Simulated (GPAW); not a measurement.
# Dielectric function and optical constants of LiF (Griceite)

Wanted: where LiF (Griceite) starts to absorb, how strongly, and its refractive index.

Calculated with GPAW 26.7.0; DFT, PBE, plane-wave PAW (GPAW data sets), scalar-relativistic, RPA, optical limit.

## Step 1: The structure

The structure is cubic, space group Fm-3m (No. 225). The conventional cell has a = 4.028 Å, b = 4.028 Å, c = 4.028 Å, α = 90.00°, β = 90.00°, γ = 90.00°. F has 6 Li at 2.01 Å nearest. Nearest to Li lie 6 F at 2.01 Å. Farther neighbours and most contacts between anions are not listed.

As a file:

```cif
data_structure
_symmetry_space_group_name_H-M 'Fm-3m'
_symmetry_Int_Tables_number 225
_cell_length_a 4.0280
_cell_length_b 4.0280
_cell_length_c 4.0280
_cell_angle_alpha 90.000
_cell_angle_beta 90.000
_cell_angle_gamma 90.000
_cell_volume 65.35
loop_
_atom_site_label
_atom_site_type_symbol
_atom_site_symmetry_multiplicity
_atom_site_Wyckoff_symbol
_atom_site_fract_x
_atom_site_fract_y
_atom_site_fract_z
_atom_site_occupancy
F1 F 4 b 0.50000 0.00000 0.00000 1
Li1 Li 4 a 0.00000 0.00000 0.00000 1
```

## Step 2: Dielectric function, RPA

Local fields let the induced charge screen the field inside the cell, which as a rule lowers ε, most along directions where the density is uneven.

Input file df.py:

```python
from gpaw.response.df import DielectricFunction

df = DielectricFunction('full.gpw', frequencies={'type': 'nonlinear', 'domega0': 0.03, 'omega2': 8},
                        ecut=50,
                        eta=0.15,
                        nbands=15,
                        txt='df.txt')
for direction in ['x']:
    df.get_dielectric_function(xc='RPA', direction=direction, filename=f'df_{direction}.csv')
```

Launch:

```bash
OMP_NUM_THREADS=1 python df.py
```

Numbers of over 12 decimals in the logs are rounded to 6 here.

The log of the run:

```text
Using integrator: PointIntegrator
NonLinearFrequencyDescriptor(from 0.000 to 66.562 eV, 500 points)
Nonperiodic BCs:  [False False False]
Using integrator: PointIntegrator
NonLinearFrequencyDescriptor(from 0.000 to 66.562 eV, 500 points)
Nonperiodic BCs:  [False False False]

Calculating chi0 body with:
    Ground state adapter containing:
    Number of spins: 1
    Number of kpoints: 3375
    Number of irreducible kpoints: 120
    Number of completely occupied states: 4
    Number of partially occupied states: 4

    Linear response parametrization:
    q_c: [0.0, 0.0, 0.0]
    Number of frequency points: 500
    Planewave cutoff: 50.0
    Number of bands: 15
    Number of planewaves: 15
    Broadening (eta): 0.15

Integrating chi0 body.

Symmetries of q_c:
    Direct symmetries (Uq -> q): 48
    Indirect symmetries (TUq -> q): 0
In total 48 allowed symmetries.

120 groups of equivalent kpoints. 96.444444% reduction.

Integral kind: spectral function

Calculating chi0 optical extensions with:
    Ground state adapter containing:
    Number of spins: 1
    Number of kpoints: 3375
    Number of irreducible kpoints: 120
    Number of completely occupied states: 4
    Number of partially occupied states: 4

    Linear response parametrization:
    Number of frequency points: 500
    Planewave cutoff: 50.0
    Number of bands: 15
    Number of planewaves: 15
    Broadening (eta): 0.15
Integrating chi0 head and wings.

Symmetries of q_c:
    Direct symmetries (Uq -> q): 48
    Indirect symmetries (TUq -> q): 0
In total 48 allowed symmetries.

120 groups of equivalent kpoints. 96.444444% reduction.

Integral kind: spectral function wings
```

Wall time 3.5 s (1 thread of Intel Xeon Platinum 8375C at 2.90GHz (Ice Lake), shared host); peak memory 0.18 GiB.

Read-outs, printed or worked out from the files:

- electronic dielectric constant ε∞, mean over x, y and z (by symmetry where fewer were run): 1.928
- main peak of Im epsilon, first axis: 11.26 eV

Values under the direct gap are tails of Lorentzian lines. Table of Im ε, E ∥ x by photon energy; read off at these points:

| photon energy (eV) | Im ε, E ∥ x |
| --- | --- |
| 0.00 | 0 |
| 0.50 | 6.4e-4 |
| 1.00 | 0.00129 |
| 1.50 | 0.00196 |
| 2.00 | 0.00268 |
| 2.50 | 0.00345 |
| 3.00 | 0.00430 |
| 3.50 | 0.00525 |
| 4.00 | 0.00635 |
| 4.50 | 0.00763 |
| 5.00 | 0.00916 |
| 5.50 | 0.0111 |
| 6.00 | 0.0135 |
| 6.50 | 0.0167 |
| 7.00 | 0.0211 |
| 7.50 | 0.0277 |
| 8.00 | 0.0389 |
| 8.50 | 0.0624 |
| 9.00 | 0.169 |
| 9.50 | 0.540 |
| 10.00 | 0.907 |
| 10.50 | 1.29 |
| 11.00 | 2.16 |
| 11.25 | 2.37 |
| 11.50 | 2.26 |
| 12.00 | 1.95 |
| 12.50 | 1.47 |
| 13.00 | 1.30 |
| 13.50 | 1.07 |

Re ε, E ∥ x against photon energy:

photon energy (eV), Re ε, E ∥ x and a bar from the least value:
```
      0.0       1.93 ##############
      0.5       1.93 ##############
      1.0       1.93 ##############
      1.5       1.94 ##############
      2.0       1.94 ##############
      2.5       1.96 ##############
      3.0       1.97 ##############
      3.5       1.98 ##############
      4.0       2.00 ###############
      4.5       2.03 ###############
      5.0       2.05 ###############
      5.5       2.09 ################
      6.0       2.13 ################
      6.5       2.18 #################
      7.0       2.24 ##################
      7.5       2.32 ###################
      8.0       2.43 ####################
      8.5       2.59 ######################
      9.0       2.87 ##########################
      9.5       3.04 #############################
     10.0       3.07 #############################
     10.5       3.15 ##############################
     11.0       2.96 ###########################
     11.5       2.01 ###############
     12.0       1.46 #######
     12.5       1.20 ####
     13.0       1.15 ###
     13.5       0.92
```

Values under the direct gap are tails of Lorentzian lines. Table of Im ε, E ∥ x by photon energy; read off at these points:

| photon energy (eV) | without local fields | with local fields |
| --- | --- | --- |
| 0.00 | 0 | 0 |
| 0.50 | 6.8e-4 | 6.4e-4 |
| 1.00 | 0.00137 | 0.00129 |
| 1.50 | 0.00209 | 0.00196 |
| 2.00 | 0.00285 | 0.00268 |
| 2.50 | 0.00367 | 0.00345 |
| 3.00 | 0.00457 | 0.00430 |
| 3.50 | 0.00558 | 0.00525 |
| 4.00 | 0.00673 | 0.00635 |
| 4.50 | 0.00808 | 0.00763 |
| 5.00 | 0.00969 | 0.00916 |
| 5.50 | 0.0117 | 0.0111 |
| 6.00 | 0.0142 | 0.0135 |
| 6.50 | 0.0175 | 0.0167 |
| 7.00 | 0.0220 | 0.0211 |
| 7.50 | 0.0288 | 0.0277 |
| 8.00 | 0.0401 | 0.0389 |
| 8.50 | 0.0636 | 0.0624 |
| 9.00 | 0.169 | 0.169 |
| 9.50 | 0.536 | 0.540 |
| 10.00 | 0.900 | 0.907 |
| 10.50 | 1.29 | 1.29 |
| 11.00 | 2.19 | 2.16 |
| 11.25 | 2.42 | 2.37 |
| 11.50 | 2.31 | 2.26 |
| 12.00 | 2.01 | 1.95 |
| 12.50 | 1.53 | 1.47 |
| 13.00 | 1.37 | 1.30 |
| 13.50 | 1.14 | 1.07 |

The reflectivity at normal incidence, E ∥ x by photon energy; read off at these points:

| photon energy (eV) | reflectivity at normal incidence, E ∥ x (%) |
| --- | --- |
| 0.00 | 2.64 |
| 0.50 | 2.65 |
| 1.00 | 2.66 |
| 1.50 | 2.68 |
| 2.00 | 2.72 |
| 2.50 | 2.76 |
| 3.00 | 2.81 |
| 3.50 | 2.88 |
| 4.00 | 2.96 |
| 4.50 | 3.05 |
| 5.00 | 3.17 |
| 5.50 | 3.31 |
| 6.00 | 3.48 |
| 6.50 | 3.70 |
| 7.00 | 3.96 |
| 7.50 | 4.30 |
| 8.00 | 4.77 |
| 8.50 | 5.46 |
| 9.00 | 6.70 |
| 9.50 | 7.74 |
| 10.00 | 8.53 |
| 10.50 | 9.76 |
| 11.00 | 12.3 |
| 11.25 | 12.6 |
| 11.50 | 11.8 |
| 12.00 | 10.3 |
| 12.50 | 7.58 |
| 12.75 | 8.29 |
| 13.00 | 6.48 |
| 13.34 | 7.19 |
| 13.50 | 5.48 |

The loss function −Im 1/ε at q → 0, E ∥ x has structure finer than the step of the table below, so its rows give means over 0.5 eV, whole bins alone (the curve runs from 0 to 14.0 eV). Peaks (eV: height): 13.51: 0.538.

Values under the direct gap are tails of Lorentzian lines. Loss function −Im 1/ε at q → 0, E ∥ x against energy loss; means over each step:

| energy loss (eV) | loss function −Im 1/ε at q → 0, E ∥ x |
| --- | --- |
| 0.5 | 1.7e-4 |
| 1.0 | 3.4e-4 |
| 1.5 | 5.2e-4 |
| 2.0 | 7.1e-4 |
| 2.5 | 9.0e-4 |
| 3.0 | 0.00111 |
| 3.5 | 0.00134 |
| 4.0 | 0.00158 |
| 4.5 | 0.00186 |
| 5.0 | 0.00217 |
| 5.5 | 0.00254 |
| 6.0 | 0.00298 |
| 6.5 | 0.00352 |
| 7.0 | 0.00421 |
| 7.5 | 0.00517 |
| 8.0 | 0.00663 |
| 8.5 | 0.00951 |
| 9.0 | 0.0227 |
| 9.5 | 0.0568 |
| 10.0 | 0.0844 |
| 10.5 | 0.107 |
| 11.0 | 0.159 |
| 11.5 | 0.251 |
| 12.0 | 0.321 |
| 12.5 | 0.391 |
| 13.0 | 0.425 |
| 13.5 | 0.487 |

At chosen wavelengths:

| wavelength (nm) | n | k | R (%) | 1/α |
| --- | --- | --- | --- | --- |
| 1550 | 1.39 | 0.000 | 2.7 | 334 µm |
| 1064 | 1.39 | 0.001 | 2.7 | 156 µm |
| 800 | 1.39 | 0.001 | 2.7 | 87 µm |
| 532 | 1.40 | 0.001 | 2.7 | 37 µm |
| 450 | 1.40 | 0.001 | 2.8 | 26 µm |
| 248 | 1.43 | 0.003 | 3.2 | 6.2 µm |
| 193 | 1.47 | 0.005 | 3.7 | 2.8 µm |

Below the direct gap, k and the depth come from the tails of the Lorentzian lines, not from transitions.

## Step 3: What came out

```json
{
 "electronic dielectric constant ε∞, mean over x, y and z (by symmetry where fewer were run) (RPA)": "1.93",
 "main peak of Im epsilon, first axis": "11.3 eV"
}
```

What this shows: At this level (PBE, RPA) LiF has ε∞ = 1.93 and n = 1.39 at 1550 nm, and Im ε peaks at 11.3 eV. Local fields change the static value along x from 1.99 to 1.93 (-3 %). Distinct maxima of Im ε, read by a parabola through the highest points, lie at 11.26 eV (2.4) and 12.72 eV (1.6). Excitons and phonon-assisted transitions are missing; PBE gaps are as a rule too small, which pulls the onset down and ε∞ up. The sum runs over mesh points, so small or evenly spaced maxima can still be ripples of the mesh. In this version of GPAW the matrix elements of the optical limit are incomplete, which can lower ε − 1 by up to a tenth where first-row anions or d states rule, and shift it by more in d metals.

[Machine, clock and banner lines and Python warnings are left out of the logs.]

[Logs are printed without paths, hosts, clocks, repeated set-up lines and the standing remarks that a program may print on its own settings, such as how far it seeks lower states.]

[Hosts, paths, dates, database ids (printed as entryN), source tags and the programs' standing remarks are cut or masked in the printed files.]
